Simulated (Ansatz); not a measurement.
## BiSb (model cell, started as NiAs type): the cell at rest

Wanted: the relaxed cell of BiSb (model cell, started as NiAs type).

Program: Ansatz 0.2.0. Level of theory: DFT PBEsol, scalar-relativistic, plane waves, PAW. Results are calculated unless marked as measured.

The structure was built from a prototype and need not be the compound's stable phase.

### Step 1. The starting structure

Symmetry: P6_3/mmc, No. 194, hexagonal system. Conventional cell: a = 4.499 Å, b = 4.499 Å, c = 7.199 Å, α = 90.00°, β = 90.00°, γ = 120.00°. Nearest to Bi lie 6 Sb at 3.16 Å. Nearest to Sb lie 6 Bi at 3.16 Å. Farther neighbours are not listed.

### Step 2. A coarse first look

A quick single point on a coarse mesh tells whether the cell has a gap and how far it is from rest, which sets the k mesh and smearing that follow.

The input, input.yaml:

```yaml
crystal:
  lattice:
    - [4.49946, 0.0, 0.0]
    - [-2.24973, 3.89665, 0.0]
    - [0.0, 0.0, 7.19914]
  atoms:
    - { symbol: Bi, position: [0.0, 0.0, 0.0] }
    - { symbol: Bi, position: [0.0, 0.0, 0.5] }
    - { symbol: Sb, position: [0.333333, 0.666667, 0.25] }
    - { symbol: Sb, position: [0.666667, 0.333333, 0.75] }
kpoints:
  mp_grid: { grid: [6, 6, 4] }
hamiltonian:
  xc: pbesol
scf:
  occupations: { method: gaussian, width: 0.1 }
output:
  forces: true
  stress: true
  eigenvalues: true
```

Launch:

```console
> ansatz run input.yaml --threads 4 --pin off --max-ram 7168MiB --backend cpu --events-out ev --progress --plain --runs-dir out
```

Numbers of over 12 decimals in the logs are rounded to 6 here.

The program printed:

```text
[...]
k-point 0: bands = [... 26 lower, 9.1398, 9.3531, 9.6659, 9.6659, 10.2220, 10.6993, 10.6993, 12.3962, ... 2 higher]
  k-point 1: bands = [... 26 lower, 8.8608, 8.9413, 9.3008, 9.3008, 10.9026, 10.9904, 10.9904, 12.0971, ... 2 higher]
  k-point 2: bands = [... 26 lower, 8.7118, 8.7118, 8.7118, 8.7118, 11.5228, 11.5228, 11.5228, 11.5228, ... 2 higher]
  k-point 20: bands = [... 26 lower, 7.5923, 7.5923, 9.5906, 9.5906, 10.0585, 10.0585, 13.4052, 13.4052, ... 2 higher]
[key lines of the parts left out:]
SCF converged after 6 iterations
Free energy (F): -37299.784326 eV
Fermi energy:    10.100535 eV
P = ⅓ Tr σ = 0.9895 GPa (9.895 kbar)
```

It took 1.5 s on 4 threads of Arm Neoverse V2, shared host; peak memory 0.46 GiB; 5.5 s of CPU time.

This step gave:

- pressure: 0.9895 GPa
- volume per atom: 31.56 Å³
- gap on the k-mesh: 0 eV

The coarse mesh shows no gap and a pressure of 1.0 GPa.

### Step 3. Relaxation

Harmonic phonons are second derivatives at a point where the forces vanish, and they are wanted at zero stress, so atoms and cell are relaxed first.

input.yaml: that of step 2 with these lines changed.

```diff
@@ -11,3 +11,3 @@
 kpoints:
-  mp_grid: { grid: [6, 6, 4] }
+  mp_grid: { grid: [9, 9, 6] }
 hamiltonian:
@@ -20 +20,10 @@
   eigenvalues: true
+  write_density: true
+  write_potential: true
+  elf: true
+  volumetric_format: npy
+relax:
+  adjacent_minimum: "off"
+  f_tol: 0.005
+  max_steps: 80
+  cell: { stress_tol: 0.05 }
```

The program printed:

```text
[...]
Crystal: 4 atoms, lattice volume = 126.221 Å³
Basis set: ecut = 420 eV, 2479 PW (Γ), exchange–correlation on 64×64×100 points (8 copies of the dense FFT grid, shifted against one another)
Bands: 36, of which v1, the nominal top of the filled ones, is band 30 counted from 1 (29 counted from 0)
Symmetry: 24 space group operations
[...]
k-points: 48 of 486
[...]
SCF iter   1: F=—  HF=-37299.783215 eV  |F-HF|=—  |Δ(HF+E_count)|=         —  Δρ=1.88e-3  dr2=3.03e-3  ethr=1.77e-3  ⟨swp⟩=6.5  Hψ=7180  notcnv=0
[...]
SCF iter   6: F=-37299.779625 eV  HF=-37299.779625 eV  |F-HF|=1.42e-8  |Δ(HF+E_count)|=   4.21e-7  Δρ=4.01e-6  dr2=2.03e-8  ethr=1.67e-10  ⟨swp⟩=11.9  Hψ=14344  notcnv=0
SCF 1 converged in 6 iterations: F = -37299.779625 eV  dr2 = 2.03e-8
[...]
relax step   1: F+E_penalty+E_count = -37299.77962455 eV  Δ(F+E_penalty+E_count) = +0.000e0 eV  max|allowed force component| = 1.110e-16 eV/Å  Δτ_max = 0.0000 Å  P = +1.087 GPa  Ω = 126.221 Å³  (6 SCF iters, dr2 threshold 1.00e-7 eV, accepted)
Crystal: 4 atoms, lattice volume = 129.269 Å³
Basis set: ecut = 420 eV, 2563 PW (Γ), exchange–correlation on 64×64×100 points (8 copies of the dense FFT grid, shifted against one another)
[...]
iter 1 solved again at ethr=2.82e-6 eV; its pass at ethr=3.10e-3 eV (dr2=1.69e-3 eV) is discarded
[...]
SCF iter   5: F=-37299.853678 eV  HF=-37299.853678 eV  |F-HF|=1.74e-7  |Δ(HF+E_count)|=   1.04e-6  Δρ=1.12e-5  dr2=2.40e-7  ethr=6.67e-10  ⟨swp⟩=11.8  Hψ=14047  notcnv=0
SCF 2 converged in 5 iterations: F = -37299.853678 eV  dr2 = 2.40e-7
  Residual-converged pass: ⟨swp⟩=1.0  Hψ=1921  notcnv=0  max |occ|·‖R‖ = 7.0e-9 eV (tolerance 1.0e-8 eV)  dr2=2.40e-7  dr2_onsite=1.03e-8  max |Δocc| = 8.4e-10
relax step   2: F+E_penalty+E_count = -37299.85367795 eV  Δ(F+E_penalty+E_count) = -7.405e-2 eV  max|allowed force component| = 1.850e-17 eV/Å  Δτ_max = 0.0000 Å  P = -0.718 GPa  Ω = 129.269 Å³  energy of the carried Pulay correction = -5.954e-4 eV  (5 SCF iters, dr2 threshold 4.00e-7 eV, accepted)
Crystal: 4 atoms, lattice volume = 127.117 Å³
Basis set: ecut = 420 eV, 2527 PW (Γ), exchange–correlation on 64×64×100 points (8 copies of the dense FFT grid, shifted against one another)
[...]
SCF iter   5: F=-37299.869884 eV  HF=-37299.869884 eV  |F-HF|=1.93e-8  |Δ(HF+E_count)|=   2.35e-7  Δρ=9.70e-6  dr2=1.20e-7  ethr=6.67e-10  ⟨swp⟩=12.1  Hψ=14261  notcnv=0
SCF 3 converged in 5 iterations: F = -37299.869884 eV  dr2 = 1.20e-7
[...]
relax step   3: F+E_penalty+E_count = -37299.86988437 eV  Δ(F+E_penalty+E_count) = -1.621e-2 eV  max|allowed force component| = 5.956e-17 eV/Å  Δτ_max = 0.0000 Å  P = -0.081 GPa  Ω = 127.117 Å³  energy of the carried Pulay correction = -1.925e-4 eV  (5 SCF iters, dr2 threshold 4.00e-7 eV, accepted)
[...]
relax step   4: F+E_penalty+E_count = -37299.87140999 eV  Δ(F+E_penalty+E_count) = -1.526e-3 eV  max|allowed force component| = 1.793e-17 eV/Å  Δτ_max = 0.0000 Å  P = +0.022 GPa  Ω = 126.596 Å³  energy of the carried Pulay correction = -9.503e-5 eV  (5 SCF iters, dr2 threshold 9.25e-8 eV, accepted)
[...]
relax step   5: F+E_penalty+E_count = -37299.87146657 eV  Δ(F+E_penalty+E_count) = -5.658e-5 eV  max|allowed force component| = 3.643e-17 eV/Å  Δτ_max = 0.0000 Å  P = +0.005 GPa  Ω = 126.568 Å³  energy of the carried Pulay correction = -9.033e-5 eV  (5 SCF iters, dr2 threshold 1.21e-8 eV, accepted)
Basis set: ecut = 420 eV, 2467 PW (Γ), exchange–correlation on 60×60×108 points (8 copies of the dense FFT grid, shifted against one another)
[...]
SCF iter   6: F=-37299.871542 eV  HF=-37299.871542 eV  |F-HF|=1.46e-11  |Δ(HF+E_count)|=  2.18e-11  Δρ=9.36e-8  dr2=1.28e-11  ethr=1.00e-12  ⟨swp⟩=6.9  Hψ=8836  notcnv=0
SCF 6 converged in 6 iterations: F = -37299.871542 eV  dr2 = 1.28e-11
relax step   6: F+E_penalty+E_count = -37299.87154169 eV  Δ(F+E_penalty+E_count) = -7.511e-5 eV  max|allowed force component| = 3.816e-17 eV/Å  Δτ_max = 0.0000 Å  P = +0.005 GPa  Ω = 126.568 Å³  stress off target by 1.35e-2 GPa  SCF on the basis re-selected at this cell (its energy is not comparable with the rows above)  (6 SCF iters)
basis re-selected at this cell: Δ(F+E_penalty+E_count) = -7.511e-5 eV, ΔP = +0.000 GPa vs the last step (what re-selecting the basis moved, of the pressure what is left beyond the Pulay correction that the steps carried, after the strain that the cell walked since its last selection, with what the two solves' SCF thresholds leave and, on support functions, any second-order correction that the steps lacked; it is no measure of the basis error at this ecutwfc). The dense FFT grid was sized anew with the basis: this SCF ran on 30×30×54 points, the steps before it on 32×32×50, so part of this shift can come from that change (see relax.cell in the input reference). [rest of the remark cut]
SCF converged after 6 iterations
Free energy (F): -37299.871542 eV
[...]
Internal energy: -37299.860423 eV  (E = F + TS)
E sigma→0 (E₀):  -37299.865982 eV
Entropy (-TS):   -0.011119 eV (-2.780 meV/atom)
Fermi energy:    10.156980 eV
[...]
--- Stress (GPa, compression-positive) ---
        0.000891       0.000000       0.000000
       -0.000000       0.000891      -0.000000
        0.000000      -0.000000       0.013527
  P = ⅓ Tr σ = 0.0051 GPa (0.051 kbar)
--- Band table (eV; the first three rows and the last of 48) ---
  k-point 0: bands = [... 26 lower, 8.6384, 10.0620, 10.0620, 10.1783, 10.5342, 10.8536, 10.8536, 12.5034, ... 2 higher]
  k-point 1: bands = [... 26 lower, 8.6984, 9.7460, 9.8604, 9.8604, 11.0306, 11.0448, 11.0448, 12.3926, ... 2 higher]
  k-point 2: bands = [... 26 lower, 8.8738, 9.2494, 9.4981, 9.4981, 11.3940, 11.3940, 11.7135, 12.1151, ... 2 higher]
  k-point 47: bands = [... 26 lower, 7.2557, 7.2557, 9.1636, 9.1636, 9.6378, 9.6378, 13.8712, 13.8712, ... 2 higher]
--- Relaxed structure (5 steps of the walk, 5 accepted, 1 SCFs on fresh bases) ---
  F+E_penalty+E_count = -37299.87154169 eV   max|allowed force component| = 3.816e-17 eV/Å   (the final SCF, on the basis selected at the relaxed cell)
  cell:  # Å, volume = 126.5681 Å³
    - [4.348403, 0, -3.334792218974817e-18]
    - [-2.174201, 3.765827, 1.6673961094874082e-18]
    - [-5.335668230515537e-18, 0, 7.729191]
  atoms:
    - { symbol: Bi, position: [0, 0, 0] }
    - { symbol: Bi, position: [0, 0, 0.500000] }
    - { symbol: Sb, position: [0.333333, 0.666667, 0.250000] }
    - { symbol: Sb, position: [0.666667, 0.333333, 0.750000] }
```

Wall time 22 s (4 threads); peak memory 0.57 GiB.

The steps of the relaxation:

```csv
step,energy less that of the first step (eV),largest force component (eV/Å),pressure (GPa),volume (Å³)
1,0.0000,0.0000,1.09,126.22
2,-0.0741,0.0000,-0.72,129.27
3,-0.0903,0.0000,-0.08,127.12
4,-0.0918,0.0000,0.02,126.60
5,-0.0918,0.0000,0.00,126.57
6*,-0.0919,0.0000,0.01,126.57
```

Relaxation steps marked * repeat the geometry before them on a plane-wave basis chosen anew for their cell, so energy and pressure can jump there.

The run keeps the 24 symmetry operations that it works with, so distortions that break them were not tested.

| conventional cell, symmetrised | before | after | change |
| --- | --- | --- | --- |
| a (Å) | 4.499 | 4.348 | -3.4 % |
| b (Å) | 4.499 | 4.348 | -3.4 % |
| c (Å) | 7.199 | 7.729 | +7.4 % |
| volume (Å³/atom) | 31.56 | 31.64 | +0.3 % |

Final coordinates:

```xyz
4
Lattice="4.3484 0.0000 0.0000 -2.1742 3.7658 0.0000 0.0000 0.0000 7.7292" Properties=species:S:1:pos:R:3 pbc="T T T"
Bi    0.0000    0.0000    0.0000
Bi    0.0000    0.0000    3.8646
Sb    0.0000    2.5106    1.9323
Sb    2.1742    1.2553    5.7969
```

This step gave:

```yaml
pressure: 0.005103 GPa
volume_per_atom: 31.64 Å³
```

Valence density in the ac plane at fractional y = 0.000, with atoms of Bi within 0.2 Å of it. It is the smooth field of the valence electrons, not physical close to the nuclei.

Values in e/Å³, 24 rows by 14 columns, each cell a mean:
```
6.7 5.2 2.4 0.7 0.2 0.1 0.1 0.1 0.1 0.1 0.3 1.0 3.5 5.9
3.9 2.9 1.2 0.4 0.2 0.1 0.1 0.1 0.1 0.1 0.3 0.6 1.8 3.3
1.1 0.8 0.5 0.3 0.2 0.1 0.1 0.1 0.1 0.1 0.2 0.3 0.6 1.0
0.3 0.3 0.2 0.2 0.1 0.1 0.2 0.2 0.2 0.1 0.1 0.2 0.2 0.3
0.1 0.1 0.1 0.1 0.1 0.2 0.2 0.2 0.2 0.2 0.1 0.1 0.1 0.1
0.1 0.1 0.1 0.1 0.1 0.2 0.2 0.2 0.2 0.2 0.1 0.1 0.1 0.1
0.1 0.1 0.1 0.1 0.1 0.2 0.2 0.2 0.2 0.2 0.1 0.1 0.1 0.1
0.2 0.2 0.2 0.1 0.1 0.2 0.2 0.2 0.2 0.1 0.1 0.1 0.2 0.2
0.7 0.5 0.3 0.2 0.2 0.1 0.1 0.1 0.1 0.1 0.2 0.2 0.4 0.6
2.6 1.9 0.8 0.4 0.2 0.1 0.1 0.1 0.1 0.1 0.2 0.5 1.2 2.2
5.8 4.4 1.9 0.6 0.2 0.1 0.1 0.1 0.1 0.1 0.3 0.9 2.9 5.0
7.7 6.0 2.8 0.8 0.3 0.1 0.1 0.1 0.1 0.1 0.4 1.2 4.1 6.7
6.8 5.3 2.4 0.7 0.2 0.1 0.1 0.1 0.1 0.1 0.3 1.1 3.6 6.0
3.8 2.8 1.2 0.4 0.2 0.1 0.1 0.1 0.1 0.1 0.3 0.6 1.8 3.3
1.1 0.9 0.5 0.3 0.2 0.1 0.1 0.1 0.1 0.1 0.2 0.3 0.6 1.0
0.3 0.3 0.2 0.2 0.1 0.1 0.2 0.2 0.1 0.1 0.1 0.2 0.2 0.3
0.1 0.1 0.1 0.1 0.1 0.2 0.2 0.2 0.2 0.2 0.1 0.1 0.1 0.1
0.1 0.1 0.1 0.1 0.1 0.2 0.2 0.2 0.2 0.2 0.1 0.1 0.1 0.1
0.1 0.1 0.1 0.1 0.1 0.2 0.2 0.2 0.2 0.2 0.1 0.1 0.1 0.1
0.2 0.2 0.2 0.1 0.1 0.2 0.2 0.2 0.2 0.1 0.1 0.1 0.2 0.2
0.6 0.5 0.3 0.2 0.2 0.1 0.1 0.1 0.1 0.1 0.2 0.2 0.4 0.6
2.7 1.9 0.8 0.4 0.2 0.1 0.1 0.1 0.1 0.1 0.2 0.5 1.2 2.2
5.8 4.5 2.0 0.6 0.2 0.1 0.1 0.1 0.1 0.1 0.3 0.9 2.9 5.1
7.7 6.0 2.8 0.8 0.3 0.1 0.1 0.1 0.1 0.1 0.4 1.2 4.1 6.7
```
Columns run along a (4.3 Å), rows up along c (7.7 Å). Atoms in or near the plane, at fractional coordinates: Bi at (0.00, 0.00), Bi at (0.00, 0.50).

ELF in the ac plane at fractional y = 0.000, with atoms of Bi within 0.2 Å of it. It is the smooth field of the valence electrons, not physical close to the nuclei.

Ten even steps from '_' (0.11) to '@' (0.51), each cell a mean:
```
__..**##**--..__..==##%%==__
==**%%##**--::::--==**####++
%%####**++++****++++++**####
++++++++**%%@@@@%%##++++++++
::::::==##@@@@@@@@%%**--::::
____..==%%@@@@@@@@@@**--..__
....::==##@@@@@@@@@@**--....
========**%%@@@@@@%%++======
####****++**######**++****##
**####**++==----====**######
__::####**--....::==**%%++..
--__**%%**--____..++##%%--__
__..**##**--..__..==##%%==__
==**%%##**--::::--==**####++
######**++++****++++++**####
**++++++**##@@@@%%##++++++++
::::::==##@@@@@@@@@@**--::::
____..==##@@@@@@@@@@**--..__
....::==##@@@@@@@@@@**--....
========**%%@@@@@@%%++======
####**++++**######**++****##
**####**++==------==**##%%##
__::####**--....::==**%%++..
==__**%%**--____..++##%%--__
```
Columns run along a (4.3 Å), rows up along c (7.7 Å). Atoms in or near the plane, at fractional coordinates: Bi at (0.00, 0.00), Bi at (0.00, 0.50).

Electrostatic potential energy in the ac plane at fractional y = 0.000, with atoms of Bi within 0.2 Å of it. With pseudopotentials it is smooth inside the atoms' cores, unlike the true potential.

Ten even steps from '_' (-85 eV) to '@' (13 eV), each cell a mean:
```
____==%%@@@@@@@@@@@@@@##--__
::==**%%@@@@@@@@@@@@@@%%++--
####%%@@@@@@@@@@@@@@@@@@%%##
@@@@@@@@@@@@@@@@@@@@@@@@@@@@
@@@@@@@@@@@@@@@@@@@@@@@@@@@@
@@@@@@@@@@@@@@@@@@@@@@@@@@@@
@@@@@@@@@@@@@@@@@@@@@@@@@@@@
@@@@@@@@@@@@@@@@@@@@@@@@@@@@
%%%%@@@@@@@@@@@@@@@@@@@@%%%%
==++##@@@@@@@@@@@@@@@@%%**++
__..++%%@@@@@@@@@@@@@@##--..
____==##@@@@@@@@@@@@%%**::__
____==%%@@@@@@@@@@@@@@##::__
::==##%%@@@@@@@@@@@@@@%%++--
####%%@@@@@@@@@@@@@@@@@@%%##
@@@@@@@@@@@@@@@@@@@@@@@@@@@@
@@@@@@@@@@@@@@@@@@@@@@@@@@@@
@@@@@@@@@@@@@@@@@@@@@@@@@@@@
@@@@@@@@@@@@@@@@@@@@@@@@@@@@
@@@@@@@@@@@@@@@@@@@@@@@@@@@@
%%%%@@@@@@@@@@@@@@@@@@@@%%%%
==++##@@@@@@@@@@@@@@@@%%**++
__..++%%@@@@@@@@@@@@@@##--..
____==##@@@@@@@@@@@@%%**::__
```
Columns run along a (4.3 Å; values clipped at the 3rd and 97th percentile), rows up along c (7.7 Å). Atoms in or near the plane, at fractional coordinates: Bi at (0.00, 0.00), Bi at (0.00, 0.50).

In this step the volume went from 31.56 to 31.64 Å³/atom.

### Step 4. Tight relaxation

Phonons need a cell at rest on their own settings, so the relaxation is repeated with tight tolerances on forces and stress on the k mesh and occupations of the first response run.

The input, input.yaml:

```yaml
crystal:
  lattice:
    - [4.3484028425, 0.0, 0.0]
    - [-2.1742014212, 3.7658273275, 0.0]
    - [0.0, 0.0, 7.7291911266]
  atoms:
    - { symbol: Bi, position: [0.0, 0.0, 0.0] }
    - { symbol: Bi, position: [0.0, 0.0, 0.5] }
    - { symbol: Sb, position: [0.3333333333, 0.6666666667, 0.25] }
    - { symbol: Sb, position: [0.6666666667, 0.3333333333, 0.75] }
kpoints:
  mp_grid: { grid: [10, 10, 6] }
hamiltonian:
  xc: pbesol
scf:
  occupations: { method: methfessel_paxton, width: 0.15 }
output:
  forces: true
  stress: true
  eigenvalues: true
relax:
  adjacent_minimum: "off"
  f_tol: 0.001
  max_steps: 60
  cell: { stress_tol: 0.01 }
```

The program printed:

```text
[...]
Crystal: 4 atoms, lattice volume = 126.568 Å³
Basis set: ecut = 420 eV, 2467 PW (Γ), exchange–correlation on 60×60×108 points (8 copies of the dense FFT grid, shifted against one another)
Bands: 36, of which v1, the nominal top of the filled ones, is band 30 counted from 1 (29 counted from 0)
Symmetry: 24 space group operations
[...]
k-points: 56 of 600
[...]
--- Relaxed structure (3 steps of the walk, 3 accepted, 1 SCFs on fresh bases) ---
[...]
cell:  # Å, volume = 126.5131 Å³
    - [4.349439, -2.8874472346365027e-11, 0.0]
    - [-2.174719, 3.766725, 0.0]
    - [0.0, 0.0, 7.722152]
  atoms:
    - { symbol: Bi, position: [0, 0, 0.0] }
    - { symbol: Bi, position: [0, 0, 0.5] }
    - { symbol: Sb, position: [0.333333, 0.666667, 0.25] }
    - { symbol: Sb, position: [0.666667, 0.333333, 0.75] }
[key lines of the parts left out:]
SCF converged after 7 iterations
Free energy (F): -37299.873903 eV
Fermi energy:    10.151993 eV
P = ⅓ Tr σ = 0.0033 GPa (0.033 kbar)
```

Run time: 15 s. Hardware: 4 threads; peak memory 0.58 GiB.

Little changed from the start: no atom moved by 0.005 Å and no cell edge by 0.1 %.

This step gave:

```
pressure        : 0.003274 GPa
volume per atom : 31.63 Å³
```

The forces vanish by symmetry and the pressure is 0.003 GPa, within the tolerances set. The cell now holds 31.63 Å³/atom.

### Step 5. What came out

* space group after relaxation: P6_3/mmc
* lattice constant a: 4.349 Å
* lattice constant b: 4.349 Å
* lattice constant c: 7.722 Å
* volume per atom: 31.6 Å³

What this shows: The forces vanish by symmetry and the pressure is 0.003 GPa, within the tolerances set. The cell now holds 31.63 Å³/atom. The relaxation keeps the symmetry of its start, so it says nothing on stability against lower symmetry. Spin-orbit coupling is left out, which can matter for the heavy elements here. The starting cell was built on a prototype and not taken from a measurement, so the phase need not exist.

[Logs are printed without paths, hosts, clocks, repeated set-up lines and the standing remarks that a program may print on its own settings, such as how far it seeks lower states.]

[Hosts, paths, dates, database ids (printed as entryN), source tags and the programs' standing remarks are cut or masked in the printed files.]
